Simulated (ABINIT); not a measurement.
# A GW run on LiF (Griceite) in ABINIT, with inputs changed

A base run on LiF (Griceite), then changed inputs.

Method: PBE and many-body steps on it, plane waves, in ABINIT 10.8.3.

**1. Set-up**

The structure is cubic, space group Fm-3m (No. 225). The conventional cell has a = 4.028 Å, b = 4.028 Å, c = 4.028 Å, α = 90.00°, β = 90.00°, γ = 90.00°. Nearest to Li lie 6 F at 2.01 Å. Nearest to F lie 6 Li at 2.01 Å. Farther neighbours and most contacts between anions are not listed.

As a file:

```cif
data_structure
_symmetry_space_group_name_H-M 'Fm-3m'
_symmetry_Int_Tables_number 225
_cell_length_a 4.0280
_cell_length_b 4.0280
_cell_length_c 4.0280
_cell_angle_alpha 90.000
_cell_angle_beta 90.000
_cell_angle_gamma 90.000
_cell_volume 65.35
loop_
_atom_site_label
_atom_site_type_symbol
_atom_site_symmetry_multiplicity
_atom_site_Wyckoff_symbol
_atom_site_fract_x
_atom_site_fract_y
_atom_site_fract_z
_atom_site_occupancy
Li1 Li 4 a 0.00000 0.00000 0.00000 1
F1 F 4 b 0.50000 0.00000 0.00000 1
```

The cell and positions come from the Crystallography Open Database and are kept as given unless a step says otherwise.

**2. Screening, 8×8×8 mesh, 126 bands, screening to 283 eV**

This step: ABINIT 10.8.3; RPA screening on PBE, plane waves, norm-conserving pseudopotentials.

The RPA dielectric matrix is built and inverted for each q.

File run.abi:

```
acell 3*1.0 Angstrom
rprim 
  -0.000000000000 2.014000000000 2.014000000000
  2.014000000000 -0.000000000000 2.014000000000
  2.014000000000 2.014000000000 -0.000000000000
ntypat 2
znucl 3 9
natom 2
typat 1 2
xred 
  0.000000000000 0.000000000000 0.000000000000
  0.500000000000 0.500000000000 0.500000000000
pp_dirpath "pseudos"
pseudos "Li.upf, F.upf"
ecut 36
ngkpt 8 8 8
nshiftk 1
shiftk 0 0 0
kptopt 1
chksymbreak 0
istwfk *1
occopt 1
irdwfk 1
optdriver 3
nband 126
ecuteps 10.4
inclvkb 2
awtr 1
symchi 1
indata_prefix "in"
outdata_prefix "out"
tmpdata_prefix "tmp"
```

Started as:

```sh
OMP_NUM_THREADS=1 mpirun -n 4 abinit run.abi > log
```

What it wrote:

```text
.Version 10.8.3 of ABINIT. v10.8.2 released Aug 2026.

 Symmetries : space group Fm -3 m (#225); Bravais cF (face-center cubic)
[... echo of the input left out ...]
== DATASET  1 ==================================================================
-   mpi_nproc: 4, omp_nthreads: 1 (-1 if OMP is not activated)

--- !DatasetInfo
iteration_state: {dtset: 1, }
dimensions: {natom: 2, nkpt: 29, mband: 126, nsppol: 1, nspinor: 1, nspden: 1, mpw: 1158, }
cutoff_energies: {ecut:  36.0, pawecutdg:  -1.0, }
electrons: {nelect:   1.00000000E+01, charge:   0.00000000E+00, occopt:   1.00000000E+00, tsmear:   1.00000000E-02, }

 SCREENING: Calculation of the susceptibility and dielectric matrices

 Based on a program developped by R.W. Godby, V. Olevano, G. Onida, and L. Reining.
 Incorporated in ABINIT by V. Olevano, G.-M. Rignanese, and M. Torrent.
.Using double precision arithmetic ; gwpc =  8

[... cell and pseudopotentials left out ...]
--------------------------------------------------------------------------------

 ==== K-mesh for the wavefunctions ====
 Number of points in the irreducible wedge :    29
[... list of points left out ...]
 Together with 48 symmetry operations and time-reversal symmetry
 yields   512 points in the full Brillouin Zone.

 ==== Q-mesh for the screening function ====
 Number of points in the irreducible wedge :    29
[... list of points left out ...]
 Together with 48 symmetry operations and time-reversal symmetry
 yields   512 points in the full Brillouin Zone.

 setmesh: FFT mesh size selected  =    24x   24x   24
          total number of points  =        13824

 vcoul_init : cutoff-mode = AUXILIARY_FUNCTION
 q-points for optical limit:   1
     1)      0.000010    0.000020    0.000030

- screening: taking advantage of time-reversal symmetry
- Maximum band index for partially occupied states nbvw = 5
- Remaining bands to be divided among processors   nbcw = 121
- Number of bands treated by each node ~30

 Number of electrons calculated from density =   10.0000; Expected =   10.0000
 average of density, n =  0.090697
 r_s =    1.3807
 omega_plasma =   29.0505 [eV]

 calculating chi0 at frequencies [eV] :
  1    0.000000E+00    0.000000E+00
  2    0.000000E+00    2.905047E+01

--------------------------------------------------------------------------------
  q-point number  1        q = ( 0.000000, 0.000000, 0.000000) [r.l.u.]
--------------------------------------------------------------------------------
[... chi0 elements left out ...]
 For q-point:  0.000010 0.000020 0.000030
  dielectric constant =   1.9652
  dielectric constant without local fields =   2.0784

  Average fulfillment of the sum rule on Im[epsilon] for q-point    1 :     86.29  [%]
[... wings left out ...]
  q-point number  2        q = ( 0.125000, 0.000000, 0.000000) [r.l.u.]
--------------------------------------------------------------------------------
[... chi0 elements left out ...]
  Average fulfillment of the sum rule on Im[epsilon] for q-point    2 :     96.91  [%]

 [... 27 further q-points ...]
```

Elapsed: 5.7 min, on 4 MPI ranks of Intel Xeon Platinum 8375C at 2.90GHz (Ice Lake), shared host; peak memory 1.5 GiB; 23 min of CPU time.

Numbers from this step:

```yaml
eps_infinity_with_local_fields_on_this_mesh_along_the_program_s_q_direction: 1.965
the_same_without_local_fields: 2.078
plasma_frequency: 29.05 eV
plane_waves_in_the_screening_matrix: 169
```

Local fields lower ε∞ by 5 %.

**3. Base**

The self-energy is evaluated for the states that the input lists, and the levels follow from it, in one-shot runs by the linearised quasiparticle equation.

This step: G0W0 on PBE, plane waves, norm-conserving pseudopotentials.

run.abi: that of step 2 with these lines changed.

```diff
@@ -23,8 +23,15 @@
 irdwfk 1
-optdriver 3
+optdriver 4
 nband 126
+gwcalctyp 0
+ecutsigx 36
+symsigma 1
+nkptgw 1
+kptgw 
+  0.0000000000 0.0000000000 0.0000000000
+bdgw 
+  3 9
 ecuteps 10.4
-inclvkb 2
-awtr 1
-symchi 1
+irdscr 1
+ppmodel 1
 indata_prefix "in"
```

What it wrote:

```text
.Version 10.8.3 of ABINIT. v10.8.2 released Aug 2026.

 Symmetries : space group Fm -3 m (#225); Bravais cF (face-center cubic)
[... echo of the input left out ...]
== DATASET  1 ==================================================================
-   mpi_nproc: 4, omp_nthreads: 1 (-1 if OMP is not activated)

--- !DatasetInfo
iteration_state: {dtset: 1, }
dimensions: {natom: 2, nkpt: 29, mband: 126, nsppol: 1, nspinor: 1, nspden: 1, mpw: 1158, }
cutoff_energies: {ecut:  36.0, pawecutdg:  -1.0, }
electrons: {nelect:   1.00000000E+01, charge:   0.00000000E+00, occopt:   1.00000000E+00, tsmear:   1.00000000E-02, }

 SIGMA: Calculation of the GW corrections

 Based on a program developped by R.W. Godby, V. Olevano, G. Onida, and L. Reining.
 Incorporated in ABINIT by V. Olevano, G.-M. Rignanese, and M. Torrent.
.Using double precision arithmetic ; gwpc =  8

[... cell and pseudopotentials left out ...]
--------------------------------------------------------------------------------

 ==== K-mesh for the wavefunctions ====
 Number of points in the irreducible wedge :    29
[... list of points left out ...]
 Together with 48 symmetry operations and time-reversal symmetry
 yields   512 points in the full Brillouin Zone.

 ==== Q-mesh for screening function ====
 Number of points in the irreducible wedge :    29
[... list of points left out ...]
 Together with 48 symmetry operations and time-reversal symmetry
 yields   512 points in the full Brillouin Zone.

 vcoul_init : cutoff-mode = AUXILIARY_FUNCTION
 q-points for optical limit:   1
     1)      0.000010    0.000020    0.000030
 setmesh: FFT mesh size selected  =    30x   30x   30
          total number of points  =        27000

 Number of electrons calculated from density =   10.0000; Expected =   10.0000
 average of density, n =  0.090697
 r_s =    1.3807
 omega_plasma =   29.0505 [eV]

 === KS Band Gaps ===
  >>>> For spin  1
   Minimum direct gap =   9.1146 [eV], located at k-point      :   0.0000  0.0000  0.0000
   Fundamental gap    =   9.1146 [eV], Top of valence bands at :   0.0000  0.0000  0.0000
                                       Bottom of conduction at :   0.0000  0.0000  0.0000
 SIGMA fundamental parameters:
 PLASMON POLE MODEL  1
 number of plane-waves for SigmaX                 1139
 number of plane-waves for SigmaC and W            169
 number of plane-waves for wavefunctions          1139
 number of bands                                   126
 number of independent spin polarizations            1
 number of spinorial components                      1
 number of k-points in IBZ                          29
 number of q-points in IBZ                          29
 number of symmetry operations                      48
 number of k-points in BZ                          512
 number of q-points in BZ                          512
 number of frequencies for dSigma/dE                 9
 frequency step for dSigma/dE [eV]                0.25
 number of omega for Sigma on real axis              0
 max omega for Sigma on real axis  [eV]           0.00
 zcut for avoiding poles [eV]                     0.10

 EPSILON^-1 parameters (SCR file):
 dimension of the eps^-1 matrix on file            169
 dimension of the eps^-1 matrix used               169
 number of plane-waves for wavefunctions          1139
 number of bands                                   126
 number of q-points in IBZ                          29
 number of frequencies                               2
 number of real frequencies                          1
 number of imag frequencies                          1

 matrix elements of self-energy operator (all in [eV])

 Perturbative Calculation

--- !SelfEnergy_ee
iteration_state: {dtset: 1, }
kpoint     : [   0.000,    0.000,    0.000, ]
spin       : 1
KS_gap     :    9.115
QP_gap     :   13.422
Delta_QP_KS:    4.308
data: !SigmaeeData |
     Band     E0 <VxcDFT>   SigX SigC(E0)      Z dSigC/dE  Sig(E)    E-E0       E
        3  -0.974 -23.053 -30.736   4.364   0.826  -0.210 -25.795  -2.742  -3.716
        4  -0.974 -23.053 -30.736   4.364   0.826  -0.210 -25.795  -2.742  -3.716
        5  -0.974 -23.053 -30.736   4.364   0.826  -0.210 -25.795  -2.742  -3.716
        6   8.141 -11.451  -6.603  -3.090   0.891  -0.123  -9.885   1.566   9.706
        7  23.017 -10.011  -3.078  -4.139   0.884  -0.131  -7.541   2.470  25.487
        8  23.017 -10.011  -3.078  -4.139   0.884  -0.131  -7.541   2.470  25.487
        9  23.017 -10.011  -3.078  -4.139   0.884  -0.131  -7.541   2.470  25.487

== END DATASET(S) ==============================================================
================================================================================

 -outvars: echo values of variables after computation  --------
           etotal      0.0000000000E+00
            nband         126
             nkpt          29
          spgroup         225
 [... the other variables as echoed above ...]

 Calculation completed.
```

Wall time 18 s (4 MPI ranks); peak memory 1.3 GiB; 71 s of CPU time.

This step gave:

- G0W0 gap on the points computed: 13.42 eV
- starting gap on the mesh: 9.115 eV
- k of the valence top: 0, 0, 0
- k of the conduction bottom: 0, 0, 0
- Z at the valence top: 0.826
- Z at the conduction bottom: 0.891
- least direct G0W0 gap on the computed points: 13.42 eV

The gap on the mesh goes from 9.11 eV to 13.42 eV, a correction of +4.31 eV.

**4. Fewer bands in the self-energy**

run.abi: that of step 3 with these lines changed.

```diff
@@ -24,3 +24,3 @@
 optdriver 4
-nband 126
+nband 25
 gwcalctyp 0
```

What it wrote:

```text
.Version 10.8.3 of ABINIT. v10.8.2 released Aug 2026.

 Symmetries : space group Fm -3 m (#225); Bravais cF (face-center cubic)
[... echo of the input left out ...]
== DATASET  1 ==================================================================
-   mpi_nproc: 4, omp_nthreads: 1 (-1 if OMP is not activated)

--- !DatasetInfo
iteration_state: {dtset: 1, }
dimensions: {natom: 2, nkpt: 29, mband: 25, nsppol: 1, nspinor: 1, nspden: 1, mpw: 1158, }
cutoff_energies: {ecut:  36.0, pawecutdg:  -1.0, }
electrons: {nelect:   1.00000000E+01, charge:   0.00000000E+00, occopt:   1.00000000E+00, tsmear:   1.00000000E-02, }

 SIGMA: Calculation of the GW corrections

 Based on a program developped by R.W. Godby, V. Olevano, G. Onida, and L. Reining.
 Incorporated in ABINIT by V. Olevano, G.-M. Rignanese, and M. Torrent.
.Using double precision arithmetic ; gwpc =  8

[... cell and pseudopotentials left out ...]
--------------------------------------------------------------------------------

 ==== K-mesh for the wavefunctions ====
 Number of points in the irreducible wedge :    29
[... list of points left out ...]
 Together with 48 symmetry operations and time-reversal symmetry
 yields   512 points in the full Brillouin Zone.

 ==== Q-mesh for screening function ====
 Number of points in the irreducible wedge :    29
[... list of points left out ...]
 Together with 48 symmetry operations and time-reversal symmetry
 yields   512 points in the full Brillouin Zone.

 vcoul_init : cutoff-mode = AUXILIARY_FUNCTION
 q-points for optical limit:   1
     1)      0.000010    0.000020    0.000030
 setmesh: FFT mesh size selected  =    30x   30x   30
          total number of points  =        27000

 Number of electrons calculated from density =   10.0000; Expected =   10.0000
[...]
number of q-points in BZ                          512
 number of frequencies for dSigma/dE                 9
 frequency step for dSigma/dE [eV]                0.25
 number of omega for Sigma on real axis              0
 max omega for Sigma on real axis  [eV]           0.00
 zcut for avoiding poles [eV]                     0.10

 EPSILON^-1 parameters (SCR file):
 dimension of the eps^-1 matrix on file            169
 dimension of the eps^-1 matrix used               169
 number of plane-waves for wavefunctions          1139
 number of bands                                   126
 number of q-points in IBZ                          29
 number of frequencies                               2
 number of real frequencies                          1
 number of imag frequencies                          1

 matrix elements of self-energy operator (all in [eV])

 Perturbative Calculation

--- !SelfEnergy_ee
iteration_state: {dtset: 1, }
kpoint     : [   0.000,    0.000,    0.000, ]
spin       : 1
KS_gap     :    9.115
QP_gap     :   13.058
Delta_QP_KS:    3.944
data: !SigmaeeData |
     Band     E0 <VxcDFT>   SigX SigC(E0)      Z dSigC/dE  Sig(E)    E-E0       E
        3  -0.974 -23.053 -30.736   5.098   0.829  -0.206 -25.197  -2.144  -3.118
        4  -0.974 -23.053 -30.736   5.098   0.829  -0.206 -25.197  -2.144  -3.118
        5  -0.974 -23.053 -30.736   5.098   0.829  -0.206 -25.197  -2.144  -3.118
        6   8.141 -11.451  -6.603  -2.831   0.892  -0.121  -9.651   1.800   9.940
        7  23.017 -10.011  -3.078  -3.734   0.887  -0.128  -7.175   2.836  25.853
        8  23.017 -10.011  -3.078  -3.734   0.887  -0.128  -7.175   2.836  25.853
        9  23.017 -10.011  -3.078  -3.734   0.887  -0.128  -7.175   2.836  25.853

== END DATASET(S) ==============================================================
================================================================================

 -outvars: echo values of variables after computation  --------
           etotal      0.0000000000E+00
            nband          25
             nkpt          29
          spgroup         225
 [... the other variables as echoed above ...]

 Calculation completed.
```

Elapsed: 9.7 s, on 4 MPI ranks; peak memory 0.77 GiB.

Numbers from this step:

| Quantity | Value |
| --- | --- |
| G0W0 gap on the points computed | 13.06 eV |
| starting gap on the mesh | 9.115 eV |
| k of the valence top | 0, 0, 0 |
| k of the conduction bottom | 0, 0, 0 |
| Z at the valence top | 0.829 |
| Z at the conduction bottom | 0.892 |
| least direct G0W0 gap on the computed points | 13.06 eV |

**5. Unknown plasmon-pole model**

run.abi: that of step 4 with these lines changed.

```diff
@@ -24,3 +24,3 @@
 optdriver 4
-nband 25
+nband 126
 gwcalctyp 0
@@ -35,3 +35,3 @@
 irdscr 1
-ppmodel 1
+ppmodel 7
 indata_prefix "in"
```

What it wrote:

```text
.Version 10.8.3 of ABINIT. v10.8.2 released Aug 2026.

 Symmetries : space group Fm -3 m (#225); Bravais cF (face-center cubic)
================================================================================
 Values of the parameters that define the memory need of the present run
     intxc =       0    ionmov =       0      iscf =       7    lmnmax =       5
     lnmax =       5     mgfft =      30  mpssoang =       3    mqgrid =    3001
     natom =       2  nloc_mem =       1    nspden =       1   nspinor =       1
    nsppol =       1      nsym =      48    n1xccc =    2501    ntypat =       2
    occopt =       1   xclevel =       2
-    mband =         126        mffmem =           1         mkmem =           8
       mpw =        1158          nfft =       27000          nkpt =          29
================================================================================
  Rough estimation (10% accuracy) of disk space for files :
================================================================================

--------------------------------------------------------------------------------
------------- Echo of variables that govern the present computation ------------
--------------------------------------------------------------------------------
 -outvars: echo values of preprocessed input variables --------
            acell      1.8897261259E+00  1.8897261259E+00  1.8897261259E+00 Bohr

             bdgw           3       9
      chksymbreak           0
             ecut      3.60000000E+01 Hartree
          ecuteps      1.04000000E+01 Hartree
         ecutsigx      3.60000000E+01 Hartree
          ecutwfn      3.60000000E+01 Hartree
-          fftalg         312
           irdscr           1
           irdwfk           1

              ixc     -101130
[...]
pspatm : epsatm=    2.74360059
         --- l  ekb(1:nproj) -->
[...]
pspatm: atomic psp has been read  and splines computed

- F Generated using ONCVPSP code by D. R. Hamann
-  9.00000   7.00000  171031                  znucl, zion, pspdat
12 -101130 2 -1 832                           pspcod,pspxc,lmax,lloc,mmax
     nproj     2     2     1
  pspatm : epsatm=    4.87625608
         --- l  ekb(1:nproj) -->
             0    6.519403    1.070094
             1   -3.955629   -1.291931
             2   -2.441503
 pspatm: atomic psp has been read  and splines computed

   7.61985667E+01                                ecore*ucvol(ha*bohr**3)
--------------------------------------------------------------------------------

 ==== K-mesh for the wavefunctions ====
 Number of points in the irreducible wedge :    29
 Reduced coordinates and weights :

     1)     0.00000000E+00  0.00000000E+00  0.00000000E+00       0.00195
     2)     1.25000000E-01  0.00000000E+00  0.00000000E+00       0.01563
     3)     2.50000000E-01  0.00000000E+00  0.00000000E+00       0.01563
[...]
Together with 48 symmetry operations and time-reversal symmetry
 yields   512 points in the full Brillouin Zone.

 ==== Q-mesh for screening function ====
 Number of points in the irreducible wedge :    29
 Reduced coordinates and weights :

[...]
28)    -3.75000000E-01  5.00000000E-01  1.25000000E-01       0.02344
    29)    -2.50000000E-01  5.00000000E-01  2.50000000E-01       0.01172

 Together with 48 symmetry operations and time-reversal symmetry
 yields   512 points in the full Brillouin Zone.

 vcoul_init : cutoff-mode = AUXILIARY_FUNCTION
 q-points for optical limit:   1
     1)      0.000010    0.000020    0.000030
 setmesh: FFT mesh size selected  =    30x   30x   30
          total number of points  =        27000

 Number of electrons calculated from density =   10.0000; Expected =   10.0000
 average of density, n =  0.090697
 r_s =    1.3807
 omega_plasma =   29.0505 [eV]

--- !BUG
message: |
    Wrong ppm%model: 7

--- !BUG
message: |
    Wrong ppm%model: 7

--- from the log ---
Wrong ppm%model: 7
```

Run time: 4.3 s. Hardware: 4 MPI ranks; peak memory 0.21 GiB.

The run stopped with an error after 4.3 s.

The program's words: Wrong ppm%model: 7

The fault put into this input: unknown plasmon-pole model.

**6. The runs together**

Times are wall times on 4 MPI ranks of Intel Xeon Platinum 8375C at 2.90GHz (Ice Lake), shared host. The host was busy with other work, so they are no guide to cost. A run's time includes the screening step that it read.

| run | mesh | bands | screening cutoff (eV) | DFT gap (eV) | gap on the mesh (eV) | direct (eV) | ε∞ used | time |
| --- | --- | --- | --- | --- | --- | --- | --- | --- |
| base | 8×8×8 | 126 | 283 | 9.115 | 13.422 | 13.422 | 1.97 | 6 min |
| fewer bands in the self-energy | 8×8×8 | 25 | 283 | 9.115 | 13.058 | 13.058 | 1.97 | 5.9 min |

**7. Outcome**

```json
{"base": "13.422 eV", "fewer bands in the self-energy": "13.058 eV", "known limits": "not at the basis limit"}
```

Fewer bands in the self-energy: −0.364 eV against base (keys changed: nband). Bands and cutoff are finite, so the gap is not at the basis limit. The miss can reach some tenths of an eV and take either sign; the mesh is an error of its own. In the first G0W0 run levels were corrected at 1 k point alone, so a gap called «on the mesh» is the least over those, and an edge elsewhere would be missed.

[Paths, hosts, dates, memory and timing lines, banners, echoed tables and standing remarks are left out of the program output.]

[Logs are printed without paths, hosts, clocks, repeated set-up lines and the standing remarks that a program may print on its own settings, such as how far it seeks lower states.]

[Runs of the session that timed out or met a known fault of the program may be left out.]

[No measured gap is set beside runs whose start may be inverted or whose files or cutoffs have a known fault.]

[Hosts, paths, dates, database ids (printed as entryN), source tags and the programs' standing remarks are cut or masked in the printed files.]

[G0W0 gaps are taken among the corrected bands and points alone; a level outside them can change the order at an edge.]

[Where Ansatz stands beside ABINIT at settings called matched, ABINIT's density can come from a denser mesh and the files from another edition; pairs whose starting gaps differed by over 0.03 eV were left out, so agreement reads better than it is.]
